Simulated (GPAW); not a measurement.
# The basis that the transmission of a Mo chain with two C atoms in line needs

How well does a Mo chain with two C atoms in line conduct at low bias, and how far do basis and functional move the answer?

Main program and level: GPAW 26.7.0; GPAW LCAO, PAW setups; Landauer transmission from Green's functions with principal layers (ASE), zero bias.

Report form: the programs' logs are mostly left out.

### 1. The starting structure

The cell holds 16 atoms: 14 Mo and 2 C. Its edges and angles: a = 9.000 Å, b = 9.000 Å, c = 33.990 Å, α = 90.0°, β = 90.0°, γ = 90.0°. Regions: left lead, 7 atoms (7 Mo); channel, 2 atoms (2 C); right lead, 7 atoms (7 Mo). Vacuum lies along a and b. The structure is stacked along c, and the current runs across the ab planes.

### 2. Double-zeta polarised basis

Localised orbitals split the wire into layers that couple to their neighbours alone, which is what the Green's function method needs; double zeta with polarisation is the usual level for numbers.

The input, run.py:

```python
import json
import numpy as np
from ase import Atoms
from ase.transport.calculators import TransportCalculator
from gpaw import GPAW, FermiDirac
from gpaw.lcao.tools import get_lcao_hamiltonian
from scipy.linalg import eigh

# The junction with lead layers at both ends, along the third cell vector
device = Atoms(
    ['Mo', 'Mo', 'Mo', 'Mo', 'Mo', 'Mo', 'Mo', 'C', 'C', 'Mo', 'Mo', 'Mo', 'Mo', 'Mo', 'Mo', 'Mo'],
    positions=[
        [4.50000, 4.50000, 1.12500],
        [4.50000, 4.50000, 3.37500],
        [4.50000, 4.50000, 5.62500],
        [4.50000, 4.50000, 7.87500],
        [4.50000, 4.50000, 10.12500],
        [4.50000, 4.50000, 12.37500],
        [4.50000, 4.50000, 14.62500],
        [4.50000, 4.50000, 16.35490],
        [4.50000, 4.50000, 17.63490],
        [4.50000, 4.50000, 19.36480],
        [4.50000, 4.50000, 21.61480],
        [4.50000, 4.50000, 23.86480],
        [4.50000, 4.50000, 26.11480],
        [4.50000, 4.50000, 28.36480],
        [4.50000, 4.50000, 30.61480],
        [4.50000, 4.50000, 32.86480]],
    cell=[[9.0, 0.0, 0.0], [0.0, 9.0, 0.0], [0.0, 0.0, 33.9898]],
    pbc=True)

# One principal layer of the lead: the first 5 atoms of the device
lead = Atoms(
    ['Mo', 'Mo', 'Mo', 'Mo', 'Mo'],
    positions=[
        [4.50000, 4.50000, 1.12500],
        [4.50000, 4.50000, 3.37500],
        [4.50000, 4.50000, 5.62500],
        [4.50000, 4.50000, 7.87500],
        [4.50000, 4.50000, 10.12500]],
    cell=[[9.0, 0.0, 0.0], [0.0, 9.0, 0.0], [0.0, 0.0, 11.25]],
    pbc=True)

settings = dict(mode='lcao', basis='dzp', xc='PBE', h=0.2,
                occupations=FermiDirac(0.1), maxiter=250,
                mixer=dict(beta=0.1, nmaxold=8, weight=100.0),
                convergence=dict(density=0.0001))
energies = np.arange(-3, 3 + 1e-9, 0.075)
eta = 0.0001
n1, n2 = 1, 1
# k and -k transmit alike, so half of the mesh across the current serves
mesh = [(i, j) for i in range(n1) for j in range(n2) if (i, j) <= (-i % n1, -j % n2)]
weights = np.array([1 if (i, j) == (-i % n1, -j % n2) else 2 for i, j in mesh]) / (n1 * n2)

# [... helper functions left out ...]
fermi_lead = ground_state(lead, (1, 1, 10), 'lead.txt')
fermi_device = ground_state(device, (1, 1, 3), 'device.txt')
# [... loop over the mesh left out, but for ...]
        # Shift the lead onto the potential of the device's first layer
        shift = ((H[:, 0, 0] - H0[:, 0, 0]) / S0[0, 0]).real.mean()
# [...]
kT = 8.617333e-5 * 500
bias = [0.1, 0.2, 0.5, 1.0, 1.5, 2.0]
# [... integrals and printing left out ...]
```

On the command line:

```console
$ OMP_NUM_THREADS=1 OPENBLAS_NUM_THREADS=1 python run.py
```

Wall time 3.6 min (1 thread of Arm Neoverse V1, shared host); peak memory 1.4 GiB.

Numbers from this step:

```yaml
conductance: 2.113 G₀
largest_coupling_past_the_next_principal_layer: 2.80e-5 eV
largest_misfit_of_the_first_principal_layer: 0.05021 eV
shift_that_aligns_the_lead: -0.01306 eV
basis_functions_of_the_junction: 432
basis_functions_of_a_principal_layer: 145
transmission_at_the_fermi_level_one_spin: 2.113
```

One spin. The transmission, zone mean by energy, zero at the Fermi level:

energy (eV), transmission, zone mean and a bar:
```
    -3.00       1.70 ########################
    -2.85       1.76 #########################
    -2.70       1.86 ##########################
    -2.55       1.94 ###########################
    -2.33       2.03 #############################
    -2.17       2.05 #############################
    -2.02       2.06 #############################
    -1.88       2.07 #############################
    -1.73       2.07 #############################
    -1.57       2.07 #############################
    -1.35       2.09 ##############################
    -1.20       2.10 ##############################
    -1.05       2.11 ##############################
    -0.90       2.12 ##############################
    -0.75       2.12 ##############################
    -0.60       2.12 ##############################
    -0.38       2.12 ##############################
    -0.23       2.12 ##############################
    -0.07       2.12 ##############################
     0.00       2.11 ##############################
     0.07       2.11 ##############################
     0.23       2.11 ##############################
     0.38       2.10 ##############################
     0.60       2.10 ##############################
     0.75       2.10 ##############################
     0.90       2.10 ##############################
     1.05       2.09 ##############################
     1.20       2.08 #############################
     1.35       2.05 #############################
     1.57       1.98 ############################
     1.73       1.89 ###########################
     1.88       1.66 #######################
     2.02       0.10 #
     2.17       0.10 #
     2.33       0.09 
     2.55       0.09 
     2.70       0.08 
     2.85       0.07 
     3.00       0.06
```

Not self-consistent under bias; the bias window is split evenly. Current through one cell, from the zero-bias transmission against bias:

```csv
bias (V),"current through one cell, from the zero-bias transmission (μA)"
0.100,16.4
0.200,32.7
0.500,81.8
1.000,164
1.500,245
2.000,327
```

The transmission of the three most open eigenchannels by energy, zero at the Fermi level:

```csv
energy (eV),channel 1,channel 2,channel 3
-3.0000,0.816,0.816,0.0668
-2.7750,0.870,0.870,0.0693
-2.4750,0.952,0.952,0.0728
-2.2500,0.982,0.982,0.0768
-2.0250,0.990,0.990,0.0829
-1.7250,0.987,0.987,0.0961
-1.5000,0.983,0.983,0.116
-1.2750,0.983,0.983,0.127
-0.9750,0.989,0.989,0.134
-0.7500,0.993,0.993,0.132
-0.5250,0.994,0.994,0.130
-0.2250,0.993,0.993,0.130
0.0000,0.990,0.990,0.129
0.2250,0.989,0.989,0.125
0.5250,0.990,0.990,0.118
0.7500,0.990,0.990,0.116
0.9750,0.987,0.987,0.116
1.2750,0.973,0.973,0.115
1.5000,0.948,0.948,0.111
1.7250,0.887,0.887,0.105
2.0250,0.0950,0.00692,6.0e-8
2.2500,0.0883,0.00702,1.7e-8
2.4750,0.0819,0.00615,1.6e-8
2.7750,0.0727,0.00333,1.4e-8
3.0000,0.0625,1.2e-8,2.1e-10
```

Couplings past the next layer reach 2.8e-5 eV, small enough to drop; the matrix elements of the cell's first layer differ from the bulk lead's by up to 0.050 eV. That layer keeps its own values in the calculation, and only beyond it is the lead taken as perfect. The Fermi levels of lead and junction count from different zeros of potential, one for each periodic cell; with both set to zero, the small remaining shift is what aligns them. By hand: G = 2.113 × 77.48 μS = 164 μS, a resistance of 6.11 kΩ; at 0.1 V a linear junction would pass 16.4 μA, and the integral over the bias window gives 16.4 μA.

### 3. Single-zeta polarised basis

The second zeta is dropped, the polarisation orbitals stay.

Changes to run.py since step 2:

```diff
@@ -43,3 +43,3 @@
 
-settings = dict(mode='lcao', basis='dzp', xc='PBE', h=0.2,
+settings = dict(mode='lcao', basis='szp(dzp)', xc='PBE', h=0.2,
                 occupations=FermiDirac(0.1), maxiter=250,
```

Wall time 2.4 min (1 thread); peak memory 1.3 GiB.

Numbers from this step:

* conductance: 2.114 G₀
* largest coupling past the next principal layer: 2.79e-5 eV
* largest misfit of the first principal layer: 0.05460 eV
* shift that aligns the lead: -0.01055 eV
* basis functions of the junction: 242
* basis functions of a principal layer: 80
* transmission at the Fermi level (one spin): 2.114

One spin. Table of transmission, zone mean by energy, zero at the Fermi level:

energy (eV), transmission, zone mean and a bar:
```
  -3.0000       1.53 #####################
  -2.7750       1.80 #########################
  -2.4750       1.98 ############################
  -2.2500       2.04 #############################
  -2.0250       2.06 #############################
  -1.7250       2.07 #############################
  -1.5000       2.08 #############################
  -1.2750       2.09 ##############################
  -0.9750       2.10 ##############################
  -0.7500       2.11 ##############################
  -0.5250       2.12 ##############################
  -0.2250       2.11 ##############################
   0.0000       2.11 ##############################
   0.2250       2.11 ##############################
   0.5250       2.11 ##############################
   0.7500       2.11 ##############################
   0.9750       2.10 ##############################
   1.2750       2.09 ##############################
   1.5000       2.06 #############################
   1.7250       2.01 ############################
   2.0250       1.83 ##########################
   2.2500       0.09 #
   2.4750       0.09 
   2.7750       0.07 
   3.0000       0.06
```

Not self-consistent under bias; the bias window is split evenly. Current through one cell, from the zero-bias transmission against bias:

```csv
bias (V),"current through one cell, from the zero-bias transmission (μA)"
0.100,16.4
0.200,32.8
0.500,81.9
1.000,164
1.500,246
2.000,327
```

Transmission of the three most open eigenchannels against energy, zero at the Fermi level:

```csv
energy (eV),channel 1,channel 2,channel 3
-3.00,0.737,0.737,0.0554
-2.85,0.838,0.838,0.0574
-2.70,0.898,0.898,0.0594
-2.55,0.943,0.943,0.0618
-2.33,0.981,0.981,0.0660
-2.17,0.991,0.991,0.0694
-2.02,0.994,0.994,0.0735
-1.88,0.994,0.994,0.0781
-1.73,0.993,0.993,0.0836
-1.57,0.991,0.991,0.0901
-1.35,0.990,0.990,0.103
-1.20,0.990,0.990,0.112
-1.05,0.991,0.991,0.118
-0.90,0.992,0.992,0.123
-0.75,0.993,0.993,0.127
-0.60,0.993,0.993,0.129
-0.38,0.992,0.992,0.130
-0.23,0.991,0.991,0.131
-0.07,0.990,0.990,0.131
0.00,0.990,0.990,0.132
0.07,0.990,0.990,0.132
0.23,0.991,0.991,0.131
0.38,0.991,0.991,0.129
0.60,0.992,0.992,0.125
0.75,0.992,0.992,0.123
0.90,0.991,0.991,0.122
1.05,0.989,0.989,0.122
1.20,0.985,0.985,0.121
1.35,0.978,0.978,0.120
1.57,0.964,0.964,0.115
1.73,0.949,0.949,0.110
1.88,0.923,0.923,0.105
2.02,0.866,0.866,0.0994
2.17,0.609,0.609,0.0939
2.33,0.0889,0.00164,1.5e-8
2.55,0.0813,0.00130,1.3e-8
2.70,0.0760,9.5e-4,1.2e-8
2.85,0.0700,5.4e-4,1.2e-8
3.00,0.0587,1.2e-8,1.0e-10
```

The conductance equals that of the dzp run to 0.2 %.

### 4. GPAW, sz: basis = "sz(dzp)"

The minimal basis is the cheapest rung: no second zeta and no polarisation.

Changes to run.py since step 3:

```diff
@@ -43,3 +43,3 @@
 
-settings = dict(mode='lcao', basis='szp(dzp)', xc='PBE', h=0.2,
+settings = dict(mode='lcao', basis='sz(dzp)', xc='PBE', h=0.2,
                 occupations=FermiDirac(0.1), maxiter=250,
```

Wall time 96 s (1 thread); peak memory 1.2 GiB.

This step gave:

```
conductance                                    : 2.099 G₀
largest coupling past the next principal layer : 2.78e-5 eV
largest misfit of the first principal layer    : 0.03966 eV
shift that aligns the lead                     : -0.009888 eV
basis functions of the junction                : 190
basis functions of a principal layer           : 65
transmission at the Fermi level (one spin)     : 2.099
```

The conductance, 2.10 G₀, lies 0.7 % below that of the dzp run.

### 5. RPBE in the dzp basis: xc = "RPBE"

Back in the dzp basis, the functional changes from PBE to RPBE, to set the spread between functionals beside that between bases.

Changes to run.py since step 4:

```diff
@@ -43,3 +43,3 @@
 
-settings = dict(mode='lcao', basis='sz(dzp)', xc='PBE', h=0.2,
+settings = dict(mode='lcao', basis='dzp', xc='RPBE', h=0.2,
                 occupations=FermiDirac(0.1), maxiter=250,
```

It took 4.1 min on 1 thread; peak memory 1.4 GiB.

Numbers from this step:

- conductance: 2.114 G₀
- largest coupling past the next principal layer: 2.83e-5 eV
- largest misfit of the first principal layer: 0.04902 eV
- shift that aligns the lead: -0.01642 eV
- basis functions of the junction: 432
- basis functions of a principal layer: 145
- transmission at the Fermi level (one spin): 2.114

The conductance equals that of the dzp run to 0.2 %.

### 6. All levels side by side

Times are for 1 thread of Arm Neoverse V1, shared host. Results by setting:

```csv
no.,run,conductance (G₀),time,memory (GiB)
1,dzp,2.113,3.6 min,1.4
2,szp,2.114,2.4 min,1.3
3,sz,2.099,96 s,1.2
4,dzp RPBE,2.114,4.1 min,1.4
```

### 7. The levels side by side

The curves are compared point by point over the common energies.

This step: comparison of transmission and cost over codes and levels (GPAW 26.7.0).

Ladder, by row:

```csv
step,code,T at the Fermi level (sum over the listed spins),conductance (G0),r.m.s. T(E) from the first,wall time (s),peak memory (GiB),threads
dzp,GPAW,2.113,2.113,0,216.6,1.39,1
szp,GPAW,2.114,2.114,0.3066,142.6,1.28,1
sz,GPAW,2.099,2.099,0.4375,96.45,1.22,1
dzp-RPBE,GPAW,2.114,2.114,0.01166,245,1.39,1
```

The transmission, zone mean, sum over the listed spins by energy, zero at the Fermi level:

```csv
energy (eV),dzp,szp,sz,dzp-RPBE
-3.000,1.70,1.53,1.57,1.62
-2.475,1.98,1.98,1.98,1.99
-2.025,2.06,2.06,2.05,2.07
-1.500,2.10,2.08,2.06,2.09
-0.975,2.11,2.10,2.10,2.12
-0.675,2.12,2.11,2.10,2.12
-0.600,2.12,2.12,2.10,2.12
-0.525,2.12,2.12,2.10,2.12
0.000,2.11,2.11,2.10,2.11
0.525,2.10,2.11,2.10,2.10
0.975,2.09,2.10,2.10,2.10
1.500,2.01,2.06,2.08,2.01
2.025,0.102,1.83,1.98,0.108
2.475,0.0880,0.0853,0.0896,0.0939
3.000,0.0625,0.0587,0.0632,0.0695
```

### 8. Density threshold 0.01

The Hamiltonian is taken from the last density. The density threshold is one of the tests that end the cycle; the energy must settle too, so a loose value may not be the test that decides.

This step: GPAW LCAO, PAW setups; Landauer transmission from Green's functions with principal layers (ASE), zero bias (GPAW 26.7.0).

Changes to run.py since step 5:

```diff
@@ -43,6 +43,6 @@
 
-settings = dict(mode='lcao', basis='dzp', xc='RPBE', h=0.2,
+settings = dict(mode='lcao', basis='dzp', xc='PBE', h=0.2,
                 occupations=FermiDirac(0.1), maxiter=250,
                 mixer=dict(beta=0.1, nmaxold=8, weight=100.0),
-                convergence=dict(density=0.0001))
+                convergence=dict(density=0.01))
 energies = np.arange(-3, 3 + 1e-9, 0.075)
```

Wall time 2.5 min (1 thread); peak memory 1.4 GiB.

The run finished with changed settings (conv = 0.01); it serves as a test.

Side by side:

```csv
quantity,this run,sound run,difference
conductance (G₀),2.1140,2.1127,0.00122
largest coupling past the next principal layer (eV),2.799e-5,2.799e-5,1.2e-9
largest misfit of the first principal layer (eV),0.053304,0.050211,0.00309
shift that aligns the lead (eV),0.0012207,-0.013056,0.0143
transmission at the Fermi level (one spin),2.1142,2.1129,0.00138
```

[end of part 1 of 2]

[Logs are printed without paths, hosts, clocks, repeated set-up lines and the standing remarks that a program may print on its own settings, such as how far it seeks lower states.]

[Hosts, paths, dates, database ids (printed as entryN), source tags and the programs' standing remarks are cut or masked in the printed files.]
